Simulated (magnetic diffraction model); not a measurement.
**Magnetic neutron pattern of TbTi2Ni3**

Space group P6/mmm (no. 191), a = 8.8400 Å, c = 3.8200 Å.

```csv
site,atom,x,y,z
2d,Tb,2/3,1/3,1/2
1a,Tb,0,0,0
3f,Ni,1/2,1/2,0
6l,Ni,0.8181,0.1819,0
6k,Ti,0.3202,0.3202,1/2
```

This is a made-up structure (elements placed in a structure type, unrelaxed), so the numbers test the method and describe no known phase.

Only Tb is taken to order (form factors of Tb3+); orders and moment sizes are assumed, and not adapted to the symmetry. Radiation: neutrons of λ = 1.8 Å, 5° to 70°; isotropic B of 0.3 Å² (Tb), 0.27 Å² (Ni) and 0.34 Å² (Ti). Simulated constant-wavelength pattern: nuclear and magnetic terms add, the magnetic one as |2.695 fm × Σ f S⊥ exp(2πi Q·r) exp(−B s²)|², summed over all Q at one angle with the factor 1/(sin²θ cos θ). For collinear order S is the moment m, which repeats by lattice and centring translations R with the sign exp(−2πi k·R). Free-ion form factors, Sears's scattering lengths of 1992, no absorption; a label names one of the reflections at its angle. The strongest nuclear line in the range is 100, and lines under 0.2 are left out.

Assume the order k = (1/2 1/2 1/2), collinear moments along [101], 5.2 μB on Tb; signs + at (2/3, 1/3, 1/2), − at (1/3, 2/3, 1/2), + at (0, 0, 0).

Predict the pattern, nuclear and magnetic parts apart.

```tsv
2θ (°)	index	nuclear	magnetic
13.50	(1 0 0)	4.8	0.0
15.13	(1/2 -1/2 1/2)	0.0	30.9
17.91	(1/2 1/2 1/2)	0.0	4.6
22.50	(3/2 -1/2 1/2)	0.0	12.6
23.50	(1 1 0)	0.3	0.0
24.49	(3/2 -3/2 1/2)	0.0	1.5
27.25	(0 0 1)	76.5	0.0
28.07	(3/2 1/2 1/2)	0.0	14.2
30.53	(1 0 1)	2.7	0.0
32.76	(3/2 -5/2 1/2)	0.0	8.2
34.20	(5/2 -1/2 1/2)	0.0	1.7
36.24	(2 1 0)	4.2	0.0
36.29	(1 1 1)	52.1	0.0
36.92	(5/2 -5/2 1/2)	0.0	1.1
38.22	(3/2 3/2 1/2)	0.0	0.8
38.88	(2 0 1)	4.0	0.0
40.71	(5/2 1/2 1/2)	0.0	4.8
41.30	(3 0 0)	8.8	0.0
41.99	(1/2 -1/2 3/2)	0.0	2.4
43.16	(1/2 1/2 3/2)	0.0	0.6
44.23	(7/2 -3/2 1/2)	0.0	2.3
45.35	(7/2 -5/2 1/2)	0.0	0.6
45.42	(3/2 -1/2 3/2)	0.0	5.0
45.93	(2 1 1)	22.3	0.0
46.53	(3/2 -3/2 3/2)	0.0	0.5
47.54	(7/2 -1/2 1/2)	0.0	3.5
48.06	(2 2 0)	100.0	0.0
48.67	(3/2 1/2 3/2)	0.0	3.3
50.16	(3 1 0)	1.9	0.0
50.19	(3 0 1)	5.2	0.0
50.68	(5/2 3/2 1/2)	0.0	4.2
51.76	(5/2 -3/2 3/2)	0.0	1.7
52.76	(5/2 -1/2 3/2)	0.0	0.7
54.66	(7/2 1/2 1/2)	0.0	0.6
54.73	(5/2 -5/2 3/2)	0.0	1.5
55.69	(3/2 3/2 3/2)	0.0	0.3
56.13	(2 2 1)	51.9	0.0
56.23	(0 0 2)	16.2	0.0
56.58	(5/2 -9/2 1/2)	0.0	1.7
57.53	(9/2 -3/2 1/2)	0.0	0.4
57.59	(5/2 1/2 3/2)	0.0	2.5
58.02	(3 1 1)	1.2	0.0
58.11	(1 0 2)	0.6	0.0
59.38	(9/2 -7/2 1/2)	0.0	0.7
60.36	(3/2 -7/2 3/2)	0.0	2.2
61.27	(7/2 -5/2 3/2)	0.0	0.4
61.65	(3 2 0)	4.3	0.0
62.11	(9/2 -1/2 1/2)	0.0	1.3
```
(The table stops after 48 lines; 10 more lie at higher angle.)

The strongest magnetic line in the range is (1/2 -1/2 1/2) at 15.13° (30.9). On top of the Lorentz factor, which all lines share, magnetic lines fade with angle because f falls: for Tb3+ it is 0.95, 0.82, 0.66 and 0.36 at sin θ/λ = 0.1, 0.2, 0.3 and 0.5 Å⁻¹, while nuclear lengths stay constant. The order has no net moment.

[Logs are printed without paths, hosts, clocks, repeated set-up lines and the standing remarks that a program may print on its own settings, such as how far it seeks lower states.]
